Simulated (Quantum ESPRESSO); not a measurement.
# E(q) of FeO (Wuestite) from supercells, part 2 of 2

Aim: the energy of flat spin spirals of FeO (Wuestite) that close within a few cells.

Quantum ESPRESSO 7.5; LDA; plane waves with GBRV 1.5 LDA potentials, no spin-orbit coupling, flat spiral in a supercell.

So far, absolute magnetization (μB): step 2 (parallel moments, one cell) 4.00.

The database entry behind the starting cell differs from later determinations by our own check (inexact against later determinations), so it need not match the best structure at ambient conditions.

**5. One turn in 4 cells along the input cell's b**

Neighbouring cells are turned by 90° in the xy plane; the cell holds 8 atoms.

pw.in reads:

```
&CONTROL
  calculation = 'scf'
  prefix = 'pwscf'
  outdir = './tmp'
  pseudo_dir = './pseudo'
  disk_io = 'nowf'
/
&SYSTEM
  ibrav = 0
  nat = 8
  ntyp = 8
  ecutwfc = 40
  ecutrho = 280
  nbnd = 114
  occupations = 'smearing'
  smearing = 'fd'
  degauss = 0.00734986
  noncolin = .true.
  starting_magnetization(1) = 0.25
  angle1(1) = 90
  angle2(1) = 0
  starting_magnetization(2) = 0.25
  angle1(2) = 90
  angle2(2) = 90
  starting_magnetization(3) = 0.25
  angle1(3) = 90
  angle2(3) = 180
  starting_magnetization(4) = 0.25
  angle1(4) = 90
  angle2(4) = -90
  starting_magnetization(5) = 0
  starting_magnetization(6) = 0
  starting_magnetization(7) = 0
  starting_magnetization(8) = 0
/
&ELECTRONS
  conv_thr = 1.6d-08
  electron_maxstep = 150
  mixing_beta = 0.3
/
ATOMIC_SPECIES
Fe1    55.8450 fe_lda_v1.5.uspp.F.UPF
Fe2    55.8450 fe_lda_v1.5.uspp.F.UPF
Fe3    55.8450 fe_lda_v1.5.uspp.F.UPF
Fe4    55.8450 fe_lda_v1.5.uspp.F.UPF
O1     15.9990 o_lda_v1.2.uspp.F.UPF
O2     15.9990 o_lda_v1.2.uspp.F.UPF
O3     15.9990 o_lda_v1.2.uspp.F.UPF
O4     15.9990 o_lda_v1.2.uspp.F.UPF
CELL_PARAMETERS bohr
   0.0000000000    4.0731156890    4.0731156890
  16.2924627561    0.0000000000   16.2924627561
   4.0731156890    4.0731156890    0.0000000000
ATOMIC_POSITIONS crystal
Fe1     0.0000000000    0.0000000000    0.0000000000
Fe2     0.0000000000    0.2500000000    0.0000000000
Fe3     0.0000000000    0.5000000000    0.0000000000
Fe4     0.0000000000    0.7500000000    0.0000000000
O1      0.5000000000    0.1250000000    0.5000000000
O2      0.5000000000    0.3750000000    0.5000000000
O3      0.5000000000    0.6250000000    0.5000000000
O4      0.5000000000    0.8750000000    0.5000000000
K_POINTS automatic
8 3 8 0 0 0
```

On the command line:

```console
$ OMP_NUM_THREADS=1 mpirun -n 4 pw.x -nk 4 -in pw.in > pw.out
```

The log of the run:

```text
     [... lines left out ...]
Program PWSCF v.7.5 starts
     [... lines left out ...]
     number of atoms/cell      =            8
     [... lines left out ...]
     number of electrons       =        88.00
     number of Kohn-Sham states=          114
     kinetic-energy cutoff     =      40.0000  Ry
     charge density cutoff     =     280.0000  Ry
     scf convergence threshold =      1.6E-08
     [... lines left out ...]
     Noncollinear calculation without spin-orbit
     [... lines left out ...]
     No symmetry found
     [... lines left out ...]
     number of k points=   336  Fermi-Dirac smearing, width (Ry)=  0.0073
     [... lines left out ...]
     iteration # 14     ecut=    40.00 Ry     beta= 0.30
     [... lines left out ...]
     atom number    1 relative position :    0.0000   0.0000   0.0000
     [... lines left out ...]
     magnetization :          3.327957    0.000077    0.000025
     [... lines left out ...]
     atom number    2 relative position :    0.7071   0.0000   0.7071
[...]
magnetization :          0.000125    3.327882    0.000011
[...]
atom number    3 relative position :    1.4142   0.0000   1.4142
[...]
magnetization :         -3.327857    0.000580    0.000022
[...]
atom number    4 relative position :    2.1213   0.0000   2.1213
[...]
magnetization :          0.000633   -3.327862    0.000010
     [... lines left out ...]
     atom number    5 relative position :    0.7071   0.7071   0.7071
     [... lines left out ...]
     magnetization :          0.151482    0.151482    0.000002
     [... lines left out ...]
     atom number    6 relative position :    1.4142   0.7071   1.4142
     [... lines left out ...]
     magnetization :         -0.151487    0.151518    0.000001
     [... lines left out ...]
     atom number    7 relative position :    2.1213   0.7071   2.1213
     [... lines left out ...]
     magnetization :         -0.151458   -0.151460    0.000001
     [... lines left out ...]
     atom number    8 relative position :    2.8284   0.7071   2.8284
     [... lines left out ...]
     magnetization :          0.151507   -0.151477    0.000002
     [... lines left out ...]
     the Fermi energy is    14.0577 ev
!    total energy              =   -1130.26261847 Ry
     estimated scf accuracy    <       0.00000001 Ry
     smearing contrib. (-TS)   =      -0.01691928 Ry
     [... lines left out ...]
     total magnetization       =     0.00     0.00     0.00 Bohr mag/cell
     absolute magnetization    =    15.07 Bohr mag/cell
     convergence has been achieved in  14 iterations
```

Run time: 20 min. Hardware: 4 MPI ranks of Arm Neoverse V2, shared host; peak memory 3.3 GiB; 82 min of CPU time.

Read from the output:

* smearing term TS: 0.2302 eV
* magnetization: 0.001, 0.001, 0 μB
* absolute magnetization: 15.07 μB
* final state: non-collinear
* largest moment: 3.328 μB

**6. An input with a fault**

As a test, an input with a fault in it is run.

pw.in reads:

```
&CONTROL
  calculation = 'scf'
  prefix = 'pwscf'
  outdir = './tmp'
  pseudo_dir = './pseudo'
  disk_io = 'nowf'
/
&SYSTEM
  ibrav = 0
  nat = 2
  ntyp = 2
  ecutwfc = 40
  ecutrho = 280
  nbnd = 20
  occupations = 'smearing'
  smearing = 'fd'
  degaus = 0.00734986
  nspin = 2
  starting_magnetization(1) = 0.25
  starting_magnetization(2) = 0
/
&ELECTRONS
  conv_thr = 4d-09
  electron_maxstep = 100
  mixing_beta = 0.3
/
ATOMIC_SPECIES
Fe     55.8450 fe_lda_v1.5.uspp.F.UPF
O      15.9990 o_lda_v1.2.uspp.F.UPF
CELL_PARAMETERS angstrom
   0.0000000000    2.1554000000    2.1554000000
   2.1554000000    0.0000000000    2.1554000000
   2.1554000000    2.1554000000    0.0000000000
ATOMIC_POSITIONS crystal
Fe      0.0000000000    0.0000000000    0.0000000000
O       0.5000000000    0.5000000000    0.5000000000
K_POINTS automatic
8 8 8 0 0 0
```

The log of the run:

```text
     [... lines left out ...]
Program PWSCF v.7.5 starts
     Error in routine  read_namelists (1):
      bad line in namelist &system: "  degaus = 0.00734986" (error could be in the previous line)
 %%%%%%%%%%%%%%%%%%%%%%%%%%%%%%%%%%%%%%%%%%%%%%%%%%%%%%%%%%%%%%%%%%%%%%%%%%%%%%
     stopping ...
```

Elapsed: 0.5 s, on 4 MPI ranks; peak memory 0.05 GiB.

The program refused the input before any cycle.

The program's message: “read_namelists (1): bad line in namelist &system: " degaus = 0.00734986" (error could be in the previous line)”

A key was misspelt on purpose.

**7. E(q)**

Spirals:

| q along the reciprocal vector | energy less that at q = 0 (meV a seeded atom) | largest site moment (μB) | typed angles kept | CPU time (s) |
| --- | --- | --- | --- | --- |
| 0 | 0 | 3.424 | yes | 156.1 |
| 0.25 | -9.194 | 3.328 | yes | 4912 |
| 0.3333 | -0.06959 | 3.287 | yes | 3422 |
| 0.5 | 16.32 | 3.25 | yes | 903.4 |

Energy less that at q = 0, self-consistent against path:

| path (Å⁻¹) | energy less that at q = 0, self-consistent (meV a seeded atom) |
| --- | --- |
| 0.000 | 0 |
| 0.631 | -9.19 |
| 0.842 | -0.0696 |
| 1.262 | 16.3 |

**8. Summary of results**

| Quantity | Value |
| --- | --- |
| lowest point | q = 0.25 along b*, -9.19 meV a seeded atom |
| highest point | q = 0.5, 16.3 meV a seeded atom |

**Reading.** The state at q = 0.25 lies 9.2 meV a seeded atom under the parallel one; the true minimum can lie between these fractions or off this line. The moment changes by 5.1 % between the spirals. The cell of 4 repeats took 31 times the CPU time of the single cell, though its mesh is shorter in proportion. Here b and b* are vectors of the cell in the input, which need not be the conventional cell, and only this direction was probed. The mesh is coarse, so differences of some ten meV can be noise in a metal. Energies are free energies at an electronic temperature of 1160 K, which lowers moments and differences where the moments are itinerant. No Hubbard term acts here. In such compounds local and semilocal functionals without one often delocalise the d electrons, and can shrink or lose moments and miss the size, sign and order of the couplings. The smearing term is large for its width, so states at the Fermi level are partly filled: at this level the cell is a metal or has a gap of a few widths at most.

[Logs and program files are shortened in this print: banners, set-up blocks, solver, clock and traceback lines can be left out without a mark of their own.]

[Logs are printed without paths, hosts, clocks, repeated set-up lines and the standing remarks that a program may print on its own settings, such as how far it seeks lower states.]

[Hosts, paths, dates, database ids (printed as entryN), source tags and the programs' standing remarks are cut or masked in the printed files.]

[Where a cell is said to come from a database of computed structures, the database is the Materials Project.]
